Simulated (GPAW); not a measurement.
# Near-edge structure at the K K edge of KCaF3 (Pm-3m), part 3 of 3

Aim: the near-edge shape at the K K edge of KCaF3 (Pm-3m), and what the core hole does to it.

GPAW 26.7.0; X-ray absorption from dipole matrix elements to empty bands, plane-wave PAW LDA.

So far. Step 5 (Spectrum with FCH, K atom 2): The hole costs E(hole) − E(ground) = 3608.64 eV, and the lowest empty level of the hole cell on the spectrum's mesh lies at 4.02 eV, which puts the zero at 3612.66 eV. One term is added: -19.73 eV, since the hole is spin-paired here and a spin-polarised one costs that much less in the free atom (computed apart). The photon energy is then 3592.93 eV. The tabulated edge of the element is 3608.4 eV.

## 8. Spectrum with FCH, K atom 2

A smaller cell brings the holes closer; here they are 4.5 Å apart.

Changed against the first core-hole run: supercell atoms from 10 to 5.

Contents of xas.py:

```python
import numpy as np
from ase import Atoms
from ase.parallel import parprint, paropen
from gpaw import GPAW, PW, FermiDirac, Mixer, MixerDif, setup_paths
from gpaw.test import gen
setup_paths.insert(0, '.')
gen('K', name='fch1s', xcname='LDA', corehole=(1, 0, 1), write_xml=True)
from gpaw.mpi import world
world.barrier()

atoms = Atoms('CaKF3',
    cell=[[4.481726, 0, 0],
     [0, 4.481726, 0],
     [0, 0, 4.481726]],
    scaled_positions=[[0, 0, 0],
     [0.5, 0.5, 0.5],
     [0.5, 0, 0],
     [0, 0, 0.5],
     [0, 0.5, 0]],
    pbc=True)
atoms.calc = calc = GPAW(legacy_gpaw=True, mode=PW(500, force_complex_dtype=True), xc='LDA', setups={1: 'fch1s'},
    kpts={'size': (4, 4, 4), 'gamma': True}, occupations=FermiDirac(0.02),
    charge=0, mixer=Mixer(0.1, 5, 50), maxiter=150,
    convergence={'density': 0.0001, 'eigenstates': 1e-6}, txt='scf.txt')
energy = atoms.get_potential_energy() + calc.get_reference_energy()
ef = calc.get_fermi_level()
out = dict(energy=energy, fermi=ef, forces=atoms.get_forces().tolist())
parprint(f'all-electron energy {energy:.4f} eV, Fermi level {ef:.4f} eV')
ev = np.array([[calc.get_eigenvalues(k, s) for k in range(len(calc.get_ibz_k_points()))] for s in range(calc.get_number_of_spins())])
out['homo'], out['lumo'], out['counts'] = ev[ev < ef].max(), ev[ev > ef].min(), sorted(set((ev < ef).sum((0, 2)).tolist()))
out['filled'] = (ev[:, 0] < ef).sum(1).tolist()

from ase.units import Ha
from gpaw.xas import dipole_matrix_elements
nb = int(calc.get_number_of_electrons() / 2) + 57
top, nb = nb, nb + 8 + nb // 12
nscf = calc.fixed_density(kpts={'size': (5, 5, 5), 'gamma': True}, nbands=nb,
    convergence={'bands': top, 'eigenstates': 5e-3}, maxiter=60, txt='nscf.txt')
cell = atoms.cell.array
ops = [cell.T @ U.T @ np.linalg.inv(cell.T) for U in nscf.wfs.kd.symmetry.op_scc]
filled = [20]  # bands filled in the ground state, by spin
E = np.arange(-6, 34, 0.1)
fwhm = np.interp(E, [4, 25], [0.9, 3.5])
Y, X, zero, highest = 0, 0, 1e9, 1e9
for spin in range(nscf.get_number_of_spins()):
    wfs = nscf.wfs
    mine = wfs.bd.get_slice()  # this rank's bands
    A = dipole_matrix_elements(wfs.setups[1])
    eps = np.zeros((wfs.kd.nibzkpts, nb))
    d = np.zeros((3, A.shape[1], wfs.kd.nibzkpts, nb), complex)
    for kpt in wfs.kpt_u:
        if kpt.s == spin and 1 in kpt.P_ani:
            eps[kpt.k, mine] = kpt.eps_n * Ha
            d[:, :, kpt.k, mine] = (kpt.weight * wfs.nspins / 2) ** 0.5 * np.inner(A, kpt.P_ani[1])
    world.sum(eps)
    world.sum(d)
    T = np.einsum('amkn,bmkn->abkn', d, d.conj()).real
    T = sum(np.einsum('ai,ijkn,bj->abkn', R, T, R) for R in ops) / len(ops)
    empty = np.ones_like(eps, bool) & (np.arange(nb) >= filled[spin])
    zero, highest = min(zero, eps[empty].min()), min(highest, eps[:, top - 1].min())
    lines = [(eps, T, empty)] if spin == 0 else lines + [(eps, T, empty)]
for eps, T, empty in lines:
    f = np.einsum('aakn->akn', T).reshape(3, -1)
    x = eps.ravel() - zero
    w = np.interp(x, E, fwhm) / 2.35482
    g = np.exp(-0.5 * ((E[:, None] - x) / w) ** 2) / (w * (2 * np.pi) ** 0.5)
    Y = Y + (f * empty.ravel()) @ g.T
    X = X + (f * ~empty.ravel()) @ g.T
out.update(E=E.round(2).tolist(), xas=Y.tolist(), xes=X.tolist(), zero=zero, valid=highest - zero, nk=len(eps), nb=nb)
for i in range(0, len(E), 10):
    parprint(f'{E[i]:7.2f}', *(f'{v:10.3e}' for v in Y[:, i]))
import json
with paropen('out.json', 'w') as f:
    json.dump(out, f)
```

Command:

```sh
$ OMP_NUM_THREADS=1 mpirun -n 4 gpaw python xas.py
```

Numbers of over 12 decimals in the logs are rounded to 6 here.

What it wrote:

```text
Input parameters:
  convergence: {density: 0.0001,
                eigenstates: 1e-06}
  kpts: {gamma: True,
         size: (4, 4, 4)}
  maxiter: 150
  mixer: {backend: pulay,
          beta: 0.1,
          method: separate,
          nmaxold: 5,
          weight: 50}
  mode: {ecut: 500.0,
         force_complex_dtype: True,
         name: pw}
  occupations: {fixmagmom: False,
                name: fermi-dirac,
[...]
*p    :    -0.291340
*d    :     0.000000
--------------------------------

Diagonalizing with gridspacing h=0.050

state   all-electron     PAW
-------------------------------
3s:      -1.923222    -1.923900
3p:      -1.291340    -1.292876
*d:                   -0.316348
*f:                   -0.033378
-------------------------------
all-electron energy -39323.3196 eV, Fermi level 0.4841 eV
[...]
32.00  9.112e-07  9.112e-07  9.112e-07
  33.00  7.623e-07  7.623e-07  7.623e-07
[key lines of the parts left out:]
Converged after 19 iterations.
Dipole moment: (0.000000, -0.000000, 0.000000) |e|*Ang
Free energy:    -38.549448
Fermi level: 0.48409
```

Run time: 8.5 s. Hardware: 4 MPI ranks of AMD EPYC 9R14 (Zen 4), shared host; peak memory 0.2 GiB; 33 s of CPU time.

These settings depart from the first run's and aren't meant as converged.

The scaled spectrum changes by 42 % r.m.s. Another feature, at 8.1 eV (2.75), becomes the highest below 24 eV; the one at 4.2 eV (3.63) is now at 4.9 eV (2.59).

| E (eV) | first run | this run |
| --- | --- | --- |
| -2.0 | 0.00 | 0.00 |
| -0.5 | 0.00 | 0.00 |
| 1.0 | 0.12 | 0.08 |
| 2.5 | 0.34 | 0.38 |
| 4.0 | 3.41 | 1.08 |
| 5.5 | 0.51 | 1.98 |
| 7.0 | 1.35 | 1.53 |
| 8.5 | 2.12 | 2.46 |
| 10.0 | 0.99 | 0.53 |
| 11.5 | 0.36 | 0.53 |
| 13.0 | 0.40 | 0.64 |
| 14.5 | 0.52 | 0.72 |
| 16.0 | 0.83 | 0.97 |
| 17.5 | 1.15 | 1.13 |
| 19.0 | 1.14 | 0.99 |
| 20.5 | 0.96 | 0.74 |
| 22.0 | 0.83 | 0.81 |
| 23.5 | 1.01 | 1.19 |
| 25.0 | 1.42 | 1.55 |
| 26.5 | 1.75 | 1.70 |
| 28.0 | 1.54 | 1.54 |
| 29.5 | 1.12 | 1.38 |
| 31.0 | 0.89 | 1.16 |

## 9. With and without the hole

Both curves are counted from their own zero, so only the shift of weight within the empty states shows.

| E (eV) | no hole | FCH |
| --- | --- | --- |
| -2.0 | 0.00 | 0.00 |
| -1.0 | 0.00 | 0.00 |
| 0.0 | 0.01 | 0.01 |
| 1.0 | 0.10 | 0.12 |
| 2.0 | 0.31 | 0.09 |
| 3.0 | 1.02 | 1.21 |
| 4.0 | 1.77 | 3.41 |
| 5.0 | 0.29 | 1.31 |
| 6.0 | 0.61 | 0.44 |
| 7.0 | 1.64 | 1.35 |
| 8.0 | 2.42 | 2.07 |
| 9.0 | 2.75 | 2.04 |
| 10.0 | 1.37 | 0.99 |
| 11.0 | 0.61 | 0.38 |
| 12.0 | 0.46 | 0.38 |
| 13.0 | 0.53 | 0.40 |
| 14.0 | 0.63 | 0.45 |
| 15.0 | 0.71 | 0.61 |
| 16.0 | 0.92 | 0.83 |
| 17.0 | 1.11 | 1.06 |
| 18.0 | 1.15 | 1.19 |
| 19.0 | 1.06 | 1.14 |
| 20.0 | 0.94 | 1.02 |
| 21.0 | 0.80 | 0.90 |
| 22.0 | 0.72 | 0.83 |
| 23.0 | 0.80 | 0.91 |
| 24.0 | 1.02 | 1.13 |
| 25.0 | 1.33 | 1.42 |
| 26.0 | 1.67 | 1.68 |
| 27.0 | 1.87 | 1.75 |
| 28.0 | 1.82 | 1.54 |
| 29.0 | 1.64 | 1.24 |
| 30.0 | 1.47 | 1.02 |
| 31.0 | 1.34 | 0.89 |

With each curve scaled to its own mean, the area from −2 to 6 eV with the hole is 6.3 against 3.7, and the centre of weight from −1 to 20 eV moves by -0.6 eV: the hole pulls the absorber's empty states down.

## 10. Outcome

```json
{
 "absorber and edge": "K K, atom 2 of the ground-state input (counted from 1)",
 "surroundings": "12 F at 3.17 Å (cuboctahedral, site symmetry m-3m)",
 "highest intensity below 24 eV": "4.2 eV above the zero, height 3.63",
 "photon energy of the zero, with the added terms": "3592.9 eV (raw 3612.7 eV; LDA puts this hole about 11 eV below PBE, itself good to a few eV)"
}
```

What this shows: The K K edge of atom 2, with 12 F at 3.17 Å (cuboctahedral, site symmetry m-3m), has its highest intensity of the first 24 eV at 4.2 eV above the zero, near 3597 eV in photon energy (LDA puts this hole about 11 eV below PBE, itself good to a few eV), 3.6 times the mean level of the first 20 eV (Gaussian full width 0.9 eV up to 4 eV, rising linearly to 3.5 eV at 25 eV). With each curve scaled to its own mean, the area from −2 to 6 eV with the hole is 6.3 against 3.7, and the centre of weight from −1 to 20 eV moves by -0.6 eV: the hole pulls the absorber's empty states down. The neutral-cell energy lies +0.9 eV from the charged-cell zero, a gap made of the charged-cell error and of where the added electron settles. A cell with holes 4.5 Å apart changes the curve by 42 % r.m.s. (36 % after the best shift). The holes are only 6.3 Å apart, so the shape is probably not converged with cell size; no larger cell was run here. The mesh is coarse (0.28 Å⁻¹ between points), so small maxima may be mesh ripples. Lifetime broadening is put in by hand, and intensities beyond about 20 eV depend on it and on the partial waves. The structure is a computed Materials Project entry and may be a hypothetical form.

[Banner, clock and machine lines of the logs are left out without a mark of their own.]

[Logs are printed without paths, hosts, clocks, repeated set-up lines and the standing remarks that a program may print on its own settings, such as how far it seeks lower states.]

[Hosts, paths, dates, database ids (printed as entryN), source tags and the programs' standing remarks are cut or masked in the printed files.]

[Lists of maxima count a maximum above −3 eV only where it reaches 4 % of the highest in the window and stands out from its surroundings by 2 % of it (1.5 % where it reaches 55 %); shoulders and weaker maxima are passed over, and of the rest the first, up to two pre-edge ones and the few strongest are named.]
